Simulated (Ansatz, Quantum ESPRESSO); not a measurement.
# MgS (F-43m): zone-centre phonons, part 3 of 3

Aim: the zone-centre modes of MgS (F-43m).

Quantum ESPRESSO 7.5; DFT PBEsol, scalar-relativistic, plane waves, PseudoDojo norm-conserving pseudopotentials.

So far, mean static dielectric tensor (ions relaxed, fixed cell): step 6 (zone-centre analysis) 6.72.

## 10. A second program

A second program on the same cell, potentials, cutoff and meshes tests the implementation of the phonon response, not its convergence. Its field response is summed in its own way. Its k mesh is centred on Γ.

This step: DFT PBEsol, scalar-relativistic, plane waves, PseudoDojo norm-conserving pseudopotentials (Ansatz 0.2.0).

File input.yaml:

```yaml
crystal:
  lattice:
    - [-2.8261826921, 0.0, 2.8261826921]
    - [0.0, 2.8261826921, 2.8261826921]
    - [-2.8261826921, 2.8261826921, 0.0]
  atoms:
    - { symbol: Mg, position: [0.0, 0.0, 0.0] }
    - { symbol: S, position: [0.75, 0.75, 0.75] }
kpoints:
  mp_grid: { grid: [8, 8, 8] }
hamiltonian:
  xc: pbesol
  pseudopotentials: { kind: nc, accuracy: standard }
scf:
  occupations: { method: fixed }
output:
  eigenvalues: true
basis:
  ecutwfc: 1142.878
phonons:
  method: dfpt
  dielectric: true
  rigid_motions: translations
```

Run with:

```
$ ansatz run input.yaml --threads 4 --pin off --max-ram 8192MiB --backend cpu --events-out ev --progress --plain --runs-dir out
```

Numbers of over 12 decimals in the logs are rounded to 6 here.

What it wrote:

```text
Warning: basis.ecutwfc = 1142.878 eV is below the records' recommended 1142.878222 eV, and the density's cutoff is lower with it unless basis.ecutrho_ratio is high enough to keep the records' density cutoff: compare with a run at a higher cutoff
Engine: ansatz 0.2.0, aarch64-unknown-linux-gnu
Pseudopotentials: kind: nc
Pseudopotential: Mg, nc, valence charge 10, recommended cutoff 1142.878222 eV (normal), Mg.nc.azcp (PseudoDojo's, or run here from an input of PseudoDojo's; its table is named by hamiltonian.pseudopotentials.accuracy)
Pseudopotential: S, nc, valence charge 6, recommended cutoff 707.496042 eV (normal), S.nc.azcp (PseudoDojo's, or run here from an input of PseudoDojo's; its table is named by hamiltonian.pseudopotentials.accuracy)
Functional definition: PBEsol
  exchange = pbesol_x
  correlation = pbesol_c
Crystal: 2 atoms, lattice volume = 45.147 Å³
Basis set: ecut = 1142.878 eV, 3839 PW (Γ), exchange–correlation on 90×90×90 points (8 copies of the dense FFT grid, shifted against one another)
Bands: 12, of which v1, the nominal top of the filled ones, is band 8 counted from 1 (7 counted from 0)
Symmetry: 24 space group operations
k-points: 95 of 512 (irreducible under 4 space group operations, time reversal used)
Non-local potential: Mg, projectors of the file, l = 0: 2, l = 1: 2
Non-local potential: S, projectors of the file, l = 0: 2, l = 1: 2, l = 2: 2
Initial density: superposition of atomic densities (chi_scale 0.1, normalization cell, long waves kept (reshape's long-wave potential 0.00 eV rms))
Initial wavefunctions: pseudopotential atomic-orbital guess
Functional: x = pbesol(κ = 0.804, μ = 0.123457), c = pbesol(β = 0.046)
SCF iter   1: F=—  HF=-1916.586664 eV  |F-HF|=—  |Δ(HF+E_count)|=         —  Δρ=4.36e-2  dr2=6.30e-1  ethr=3.10e-3  ⟨swp⟩=5.0  Hψ=6449  notcnv=0  defer=138
preconditioner: auto → none  [insulator: Δε(μ)=3.478 eV  Ē_g=11.222 eV  n_scr=14 (ndim 8)  ℏωp=15.6 eV  f_vac=0.000  ε∞_Penn≈2.9]
SCF iter   2: F=—  HF=-1916.388353 eV  |F-HF|=—  |Δ(HF+E_count)|=   1.98e-1  Δρ=1.57e-2  dr2=7.00e-2  ethr=3.10e-3  ⟨swp⟩=3.0  Hψ=2856  notcnv=0  defer=184
SCF iter   3: F=—  HF=-1916.380574 eV  |F-HF|=—  |Δ(HF+E_count)|=   7.78e-3  Δρ=4.55e-3  dr2=6.61e-3  ethr=4.38e-4  ⟨swp⟩=3.3  Hψ=2116  notcnv=0  defer=184
SCF iter   4: F=—  HF=-1916.380722 eV  |F-HF|=—  |Δ(HF+E_count)|=   1.48e-4  Δρ=1.20e-3  dr2=2.66e-4  ethr=4.13e-5  ⟨swp⟩=2.0  Hψ=1600  notcnv=0  defer=184
SCF iter   5: F=—  HF=-1916.380858 eV  |F-HF|=—  |Δ(HF+E_count)|=   1.36e-4  Δρ=8.29e-5  dr2=1.62e-6  ethr=1.66e-6  ⟨swp⟩=2.1  Hψ=1724  notcnv=0  defer=184
SCF iter   6: F=—  HF=-1916.380918 eV  |F-HF|=—  |Δ(HF+E_count)|=   6.03e-5  Δρ=1.99e-5  dr2=5.00e-8  ethr=1.02e-8  ⟨swp⟩=2.9  Hψ=1872  notcnv=0  defer=110
SCF iter   7: F=—  HF=-1916.380918 eV  |F-HF|=—  |Δ(HF+E_count)|=   4.84e-8  Δρ=2.98e-6  dr2=1.28e-9  ethr=3.12e-10  ⟨swp⟩=2.0  Hψ=1898  notcnv=0  defer=113
SCF iter   8: F=-1916.380918 eV  HF=-1916.380918 eV  |F-HF|=1.18e-11  |Δ(HF+E_count)|=  5.31e-10  Δρ=2.50e-7  dr2=2.22e-11  ethr=1.00e-12  ⟨swp⟩=11.5  Hψ=8806  notcnv=0
SCF 1 converged in 8 iterations: F = -1916.380918 eV  dr2 = 2.22e-11
DFPT response loops at Γ: preconditioner auto → none (the input reference at scf.mixing.eps_inf says where Resta's filter doesn't serve); β = 0.50; Broyden in place of MSR1
── the response to a field inside a basis, on 8×8×8 k-points: an SCF that follows is theirs, and a resumed run solves both again ──
Bands: 9, of which v1, the nominal top of the filled ones, is band 8 counted from 1 (7 counted from 0)
k-points: 60 of 512 (irreducible under 6 space group operations, time reversal used)
Initial density: handed on by an earlier stage of this run
Initial wavefunctions: pseudopotential atomic-orbital guess (no wavefunctions were taken with the density)
Eigensolver: Dense (60 Hₖ)
SCF iter   1: F=—  HF=-1916.378982 eV  |F-HF|=—  |Δ(HF+E_count)|=         —  Δρ=4.54e-5  dr2=1.10e-7  ethr=1.00e-1
preconditioner: auto → none  [insulator: Δε(μ)=3.531 eV  Ē_g=8.912 eV  n_scr=14 (ndim 8)  ℏωp=15.6 eV  f_vac=0.015  ε∞_Penn≈4.1]
SCF iter   2: F=-1916.378982 eV  HF=-1916.378982 eV  |F-HF|=1.31e-7  |Δ(HF+E_count)|=   3.76e-7  Δρ=2.21e-5  dr2=2.20e-8  ethr=6.87e-10
SCF 1 converged in 2 iterations: F = -1916.378982 eV  dr2 = 2.20e-8
DFPT response loops at Γ: mixed as the last ones told, above
SCF converged after 8 iterations
Free energy (F): -1916.380918 eV
Harris-Foulkes:  -1916.380918 eV  (|F-HF|=1.18e-11)
Internal energy: -1916.380918 eV  (E = F + TS)
E sigma→0 (E₀):  -1916.380918 eV
Fermi energy:    3.093270 eV
--- Per-component energies (eV) ---
  E_band       = -369.524103
  E_kinetic    = 1028.661680
  E_local      = -1969.718982  (includes V_loc(G=0)·N_el)
  E_nonlocal   = -451.702562
  E_hartree    = 692.035635
  E_xc         = -298.829543
  E_vxc        = -360.835390  (∫ρ·V_xc dr)
  E_ewald      = -916.827148
  E_smearing   = -0.000000  (= −TS)
  E_closure    = 0.000000  (closes the sum)
  Σ components = -1916.380918   (vs F -1916.380918, Δ=0.00e0)
--- Band table (eV; the first three rows and the last of 95) ---
  k-point 0: bands = [... 4 lower, -8.1967, 3.0933, 3.0933, 3.0933, 6.4050, 10.9422, 10.9422, 10.9422]
  k-point 1: bands = [... 4 lower, -8.1067, 2.3889, 3.0389, 3.0389, 7.0815, 10.7529, 11.1209, 11.1209]
  k-point 2: bands = [... 4 lower, -7.8732, 1.1930, 2.9163, 2.9163, 7.9437, 10.7794, 11.1551, 11.1551]
  k-point 94: bands = [... 4 lower, -7.2653, 0.2257, 2.0385, 2.0385, 6.8006, 8.6349, 14.1578, 15.3033]
--- Phonons (Γ-DFPT): 2 representative perturbations + reference, on 95 of 512 k-points (Σ response iterations 6) ---
  k mesh reduced under 4 symmetry operations, with k and −k counted as one. Each operation leaves every solved perturbation unchanged. A smaller set is not considered because the run solves the response to a homogeneous field
  ASR residual: 1.753e-3 → 0.000e0 eV/Å²; symmetrization residual: 2.420e-6 eV/Å²
  ASR residual per site (eV/Å²): 1.75e-3 2.93e-5
  Γ frequencies (cm⁻¹): 0.00 0.00 0.00 332.42 332.42 332.42
  ε∞ (high-frequency dielectric tensor):
        4.152967     0.000000     0.000000
        0.000000     4.152967    -0.000000
        0.000000    -0.000000     4.152967
  ε⁰ (static dielectric tensor: ions relaxed, cell fixed):
        6.705243     0.000000     0.000000
        0.000000     6.705243    -0.000000
        0.000000    -0.000000     6.705243
  ε⁰ − ε∞ (ionic part):
        2.552275     0.000000     0.000000
        0.000000     2.552275     0.000000
        0.000000     0.000000     2.552275
  softest optical mode at Γ: 332.42 cm⁻¹; the repairs (sum rule, projections) moved no ω² at Γ by more than (4.45 cm⁻¹)²
  Born effective charges Z* (e; rows j = field, columns β = displacement):
    site 0:
         1.89137    0.00000    0.00000
         0.00000    1.89137    0.00000
         0.00000   -0.00000    1.89137
    site 1:
        -1.89137   -0.00000   -0.00000
        -0.00000   -1.89137   -0.00000
        -0.00000    0.00000   -1.89137
  Z* charge neutrality: 1.235e-4 e pre-enforcement
  solved inside a basis spanned on kpoints, on 8×8×8 k-points, its susceptibility summed on 12×12×12: ε∞ is read to err by 9.7e-3, Z* by 1.0e-2 e (field_mesh: kpoints solves on kpoints); Z* is corrected for what the basis lacks
  optical modes at Γ without the LO–TO term, one row a degenerate level:
      ω (cm⁻¹)  modes    IR ((D/Å)²/amu)
        332.42      3            17.9096
  optical modes at Γ + LO–TO along q̂ = [1.0000, 0.0000, 0.0000]:
      ω (cm⁻¹)  modes    IR ((D/Å)²/amu)
        332.42      2            11.9397
        422.39      1             5.9699
  optical modes at Γ + LO–TO along q̂ = [0.0000, 1.0000, 0.0000]:
      ω (cm⁻¹)  modes    IR ((D/Å)²/amu)
        332.42      2            11.9397
        422.39      1             5.9699
  optical modes at Γ + LO–TO along q̂ = [0.0000, 0.0000, 1.0000]:
      ω (cm⁻¹)  modes    IR ((D/Å)²/amu)
        332.42      2            11.9397
        422.39      1             5.9699
```

It took 30 s on 4 threads of Arm Neoverse V2, shared host; peak memory 1 GiB; 1.9 min of CPU time.

Read from the output:

```
sum-rule residual before enforcement             : 0.001753 eV/Å²
miss of the charge sum rule                      : 1.24e-4 e
estimated error of the dielectric tensor         : 0.009700
estimated error of the Born charges              : 0.01043 e
highest optical zone-centre mode (no LO-TO term) : 332.4 cm⁻¹
lowest optical zone-centre mode                  : 332.4 cm⁻¹
mean high-frequency dielectric constant          : 4.153
largest Born charge in size (third of the trace) : 1.891 e
mean static dielectric constant                  : 6.705
highest mode moved by the LO-TO term             : 422.4 cm⁻¹
```

Transverse modes. Lines of the infrared spectrum (strongest = 100):

```tsv
position (cm⁻¹)	label	IR intensity ((D/Å)²/amu), degenerate modes summed, relative
332	T2	100
```

## 11. Side by side: QE PseudoDojo and Ansatz, PseudoDojo

Numbers from this step:

| Property | Result |
| --- | --- |
| root-mean-square difference | 0.01 cm⁻¹ |
| largest difference | 0.01 cm⁻¹ |

Frequencies side by side, by row:

```tsv
q (reciprocal lattice)	mode	QE PseudoDojo (cm⁻¹)	Ansatz, PseudoDojo (cm⁻¹)
0 0 0	1	0	0
0 0 0	2	0	0
0 0 0	3	0	0
0 0 0	4	332.4	332.4
0 0 0	5	332.4	332.4
0 0 0	6	332.4	332.4
```

The two runs side by side. Further quantities:

```tsv
quantity	QE PseudoDojo	Ansatz, PseudoDojo
mean ε∞	4.163	4.153
largest Born charge in size (e; the first before, the second after the charge sum rule)	1.893	1.891
```

At the zone centre the largest difference (acoustic modes at Γ apart) is 0.003 % of the highest mode.

## 12. Outcome

```
space group after relaxation                                           : F-43m
volume per atom                                                        : 22.6 Å³
gap on the k-mesh                                                      : 3.31 eV
highest optical zone-centre mode (no LO-TO term)                       : 332.4 cm⁻¹
highest mode moved by the LO-TO term                                   : 422.3 cm⁻¹
mean high-frequency dielectric constant                                : 4.16
largest Born charge in size (third of the trace)                       : 1.89 e
mean static dielectric constant                                        : 6.72
imaginary optical modes at the zone centre (no q mesh in this session) : none
largest difference from Ansatz, PseudoDojo                             : 0.01 cm⁻¹
```

What this shows: At the PBEsol level the optical modes of MgS (F-43m) at the zone centre (no LO-TO term) lie at 332 cm⁻¹. Along the directions run, the highest mode that the macroscopic field moves lies at 422 cm⁻¹. Lattice motion raises the mean dielectric constant from 4.163 to 6.718. The Born charge of Mg is 1.891 e against a formal charge of +2, close to the ionic value. The Lyddane-Sachs-Teller relation holds: (ωLO/ωTO)² is 1.61 and ε₀/ε∞ is 1.61. QE PseudoDojo and Ansatz, PseudoDojo agree to 0.01 cm⁻¹ (0.003 % of the highest mode compared) on all solved modes but the acoustic ones at Γ, without the LO-TO term. These are harmonic frequencies at zero temperature: anharmonic shifts and linewidths and thermal expansion are left out. The structure comes from a database and need not be the phase that is stable at ambient conditions.

[Host names and launcher messages were left out of these logs when they were recorded.]

[Logs are printed without paths, hosts, clocks, repeated set-up lines and the standing remarks that a program may print on its own settings, such as how far it seeks lower states.]

[Hosts, paths, dates, database ids (printed as entryN), source tags and the programs' standing remarks are cut or masked in the printed files.]
